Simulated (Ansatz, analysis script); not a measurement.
# Stoner picture of FeAs (Westerveldite), part 3 of 3

Wanted: E(M), the field that holds each moment, and the spin susceptibility of FeAs (Westerveldite).

Ansatz 0.2.0; PBEsol, PAW set soft_1 (files made for PBE).

So far. Step 9 (Total moment fixed at 6 μB): The energy is 89.3 meV from the state without spin, and the largest site carries 1.55 μB. Step 10 (No field, tight threshold): The net moment is 2.70 μB a cell.

The database entry behind the starting cell differs from later determinations by our own check (old inner coordinates), so it need not match the best structure at ambient conditions.

In doubt: warnings of the run leave room for a lower electronic state (analysis script), so energies may not be the lowest and differences between runs may mislead.

**11. Field of 1500 T**

Level of this step: Ansatz DFT, collinear, uniform magnetic field on the spins; PBEsol, PAW set soft_1; PAW set soft_1 (Ansatz).

Input file input.yaml:

```yaml
crystal:
  lattice:
    - [5.439, 0.0, 0.0]
    - [0.0, 3.373, 0.0]
    - [0.0, 0.0, 6.028]
  atoms:
    - { symbol: Fe, position: [0.99, 0.75, 0.19], spin: 0.72 }
    - { symbol: Fe, position: [0.01, 0.25, 0.81], spin: 0.72 }
    - { symbol: Fe, position: [0.51, 0.25, 0.69], spin: 0.72 }
    - { symbol: Fe, position: [0.49, 0.75, 0.31], spin: 0.72 }
    - { symbol: As, position: [0.8, 0.75, 0.58] }
    - { symbol: As, position: [0.2, 0.25, 0.42] }
    - { symbol: As, position: [0.7, 0.25, 0.08] }
    - { symbol: As, position: [0.3, 0.75, 0.92] }
magnetization:
  spin_polarized: true
  magnetic_field: 1500.0
kpoints:
  mp_grid: { grid: [7, 11, 7] }
hamiltonian:
  xc: pbesol
  pseudopotentials: { kind: paw, azcp: { folder: soft_1 }, xc_functional: pbe }
scf:
  occupations: { method: fermi_dirac, width: 0.05 }
  max_iter: 120
  convergence: { dr2_threshold: 1.0e-10 }
  lower_state_search: "off"
basis:
  ecutwfc: 420.0
```

Started as:

```sh
> ansatz run input.yaml --threads 1 --pin off --max-ram 2048MiB --backend cpu --events-out ev --progress --plain --runs-dir out
```

Numbers of over 12 decimals in the logs are rounded to 6 here.

Output:

```text
[...]
Crystal: 8 atoms, lattice volume = 110.588 Å³
Basis set: ecut = 420 eV, 2189 PW (Γ)
Bands: 77, of which v1, the nominal top of the filled ones, is band 62 counted from 1 (61 counted from 0)
Symmetry: 8 space group operations
[...]
k-points: 96 of 539
[...]
Starting moments: Σ|m| = 2.88 μB on 4 of 8 sites
[...]
Per-site moments (μB) at R_I (Å): [(1.244701, 0.966681), (1.244701, 0.966681), (1.244701, 0.966681), (1.244701, 0.966681), (-0.044426, 0.966681), (-0.044426, 0.966681), (-0.044426, 0.966681), (-0.044426, 0.966681)]
Free energy (F): -37049.825189 eV
[...]
Internal energy: -37049.752252 eV  (E = F + TS)
E sigma→0 (E₀):  -37049.788720 eV
Entropy (-TS):   -0.072937 eV (-9.117 meV/atom)
Fermi energy:    16.006826 eV
[...]
[key lines of the parts left out:]
SCF converged after 24 iterations
Magnetization: 4.7257 μB (64.3629 up, 59.6371 down)
```

Run time: 4.3 min. Hardware: 1 thread of Arm Neoverse V1, shared host; peak memory 1.1 GiB.

The net moment is 4.73 μB a cell.

2 more runs differ from these in the same keys alone and are tabled below.

**12. A run with settings changed**

A test of how the program answers to a changed input.

Input file input.yaml:

```yaml
crystal:
  lattice:
    - [5.439, 0.0, 0.0]
    - [0.0, 3.373, 0.0]
    - [0.0, 0.0, 6.028]
  atoms:
    - { symbol: Fe, position: [0.99, 0.75, 0.19], spin: 0.8334 }
    - { symbol: Fe, position: [0.01, 0.25, 0.81], spin: 0.8332 }
    - { symbol: Fe, position: [0.51, 0.25, 0.69], spin: 0.8332 }
    - { symbol: Fe, position: [0.49, 0.75, 0.31], spin: 0.8332 }
    - { symbol: As, position: [0.8, 0.75, 0.58] }
    - { symbol: As, position: [0.2, 0.25, 0.42] }
    - { symbol: As, position: [0.7, 0.25, 0.08] }
    - { symbol: As, position: [0.3, 0.75, 0.92] }
magnetization:
  spin_polarized: true
  initial_magnetization: 3.333
  spin_locking: { lock_magnetization: hard }
kpoints:
  mp_grid: { grid: [7, 11, 7] }
hamiltonian:
  xc: pbesol
  noncollinear_xc: multicollinear
  pseudopotentials: { kind: paw, azcp: { folder: soft_1 }, xc_functional: pbe }
scf:
  occupations: { method: fermi_dirac, width: 0.05 }
  max_iter: 60
  convergence: { dr2_threshold: 1.0e-08 }
  lower_state_search: "off"
basis:
  ecutwfc: 420.0
```

Started as:

```sh
> ansatz run input.yaml --threads 4 --pin off --max-ram 8192MiB --backend cpu --events-out ev --progress --plain --runs-dir out
```

Output:

```text
Error: inconsistent input (hamiltonian.noncollinear_xc, magnetization.noncollinear): multicollinear requires magnetization.noncollinear: true — the multicollinear treatment sphere-averages signed projections of the vector magnetisation, which a collinear or unpolarized run does not carry; enable non-collinear magnetism (with starting moments — the toggle is inert on a moment-less spinor run) or drop the toggle
```

The job ended after 0.03 s (4 threads; peak memory 0.031 GiB).

The input was rejected at the start.

The program's message: “Error: inconsistent input (hamiltonian.noncollinear_xc, magnetization.noncollinear): multicollinear requires magnetization.noncollinear: true — the multicollinear treatment sphere-averages signed proj …”

The change that led to it: hamiltonian = {"noncollinear_xc": "multicollinear"}.

**13. E(M) and M(B)**

Energy less the state without spin against total moment:

| total moment (μB/cell) | energy less the state without spin (meV/cell) |
| --- | --- |
| 0.00 | 0 |
| 1.33 | -79.8 |
| 2.00 | -137 |
| 2.67 | -154 |
| 3.33 | -144 |
| 4.00 | -113 |
| 4.67 | -65.0 |
| 5.33 | 1.31 |
| 6.00 | 89.3 |

The field that holds a moment is half the difference of the two Fermi levels over μB.

Field that holds the moment against total moment:

| total moment (μB/cell) | field that holds the moment (T) |
| --- | --- |
| 1.33 | -1639 |
| 2.00 | -1029 |
| 2.67 | -32.6 |
| 3.33 | 564 |
| 4.00 | 1032 |
| 4.67 | 1455 |
| 5.33 | 2000 |
| 6.00 | 2553 |

Site moments:

| total (μB) | Fe no. 1 (μB) | Fe no. 2 (μB) | Fe no. 3 (μB) | Fe no. 4 (μB) | As no. 5 (μB) | As no. 6 (μB) | As no. 7 (μB) | As no. 8 (μB) |
| --- | --- | --- | --- | --- | --- | --- | --- | --- |
| 1.333 | 0.364 | 0.3639 | 0.3639 | 0.364 | -0.0203 | -0.0203 | -0.0203 | -0.0203 |
| 2 | 0.5397 | 0.5397 | 0.5397 | 0.5397 | -0.0278 | -0.0278 | -0.0278 | -0.0278 |
| 2.667 | 0.7124 | 0.7124 | 0.7124 | 0.7124 | -0.0327 | -0.0327 | -0.0327 | -0.0327 |
| 3.333 | 0.8865 | 0.8866 | 0.8866 | 0.8866 | -0.0375 | -0.0375 | -0.0375 | -0.0375 |
| 4 | 1.06 | 1.06 | 1.06 | 1.06 | -0.0418 | -0.0418 | -0.0418 | -0.0418 |
| 4.667 | 1.23 | 1.23 | 1.23 | 1.23 | -0.0443 | -0.0443 | -0.0443 | -0.0443 |
| 5.333 | 1.394 | 1.394 | 1.394 | 1.394 | -0.0444 | -0.0444 | -0.0444 | -0.0444 |
| 6 | 1.551 | 1.551 | 1.551 | 1.551 | -0.0412 | -0.0412 | -0.0412 | -0.0412 |

The total moment by field:

| field (T) | total moment (μB/cell) |
| --- | --- |
| 0 | 2.70 |
| 300 | 3.03 |
| 600 | 3.38 |
| 1500 | 4.73 |

Three Landau terms miss the curve as a whole or at its small-moment end, and no Stoner analysis is made here.

**14. Outcome**

- state of the free run: ferromagnetic
- net moment of the free run: 2.70 μB
- energy of the free run from the state without spin: -154 meV a cell
- lowest of the fixed moments tried: M = 2.667 μB, -154 meV
- dM/dB between 0 and 300 T: 1.10 μB a cell per 1000 T

**Reading.** At this level the system is magnetic: the free run keeps 0.722 μB on the largest site. No other order was typed. Semilocal functionals tend to overstate moments this weak, since they lack spin fluctuations. Among the fixed moments, E(M) falls 154 meV below the state without spin and is lowest near 2.667 μB on this grid. The field acts on spins alone. The 13 fixed-moment and field runs took 1.5 h of wall time, added up. Energies are free energies at a smearing of 0.05 eV, and with partly filled levels differences shift, at times strongly, as the smearing goes to zero. In doubt: the program's search for lower states was switched off, so a lower magnetic state than those reached may exist.

[Logs and program files are shortened in this print: banners, set-up blocks, solver, clock and traceback lines can be left out without a mark of their own.]

[Logs are printed without paths, hosts, clocks, repeated set-up lines and the standing remarks that a program may print on its own settings, such as how far it seeks lower states.]

[Hosts, paths, dates, database ids (printed as entryN), source tags and the programs' standing remarks are cut or masked in the printed files.]
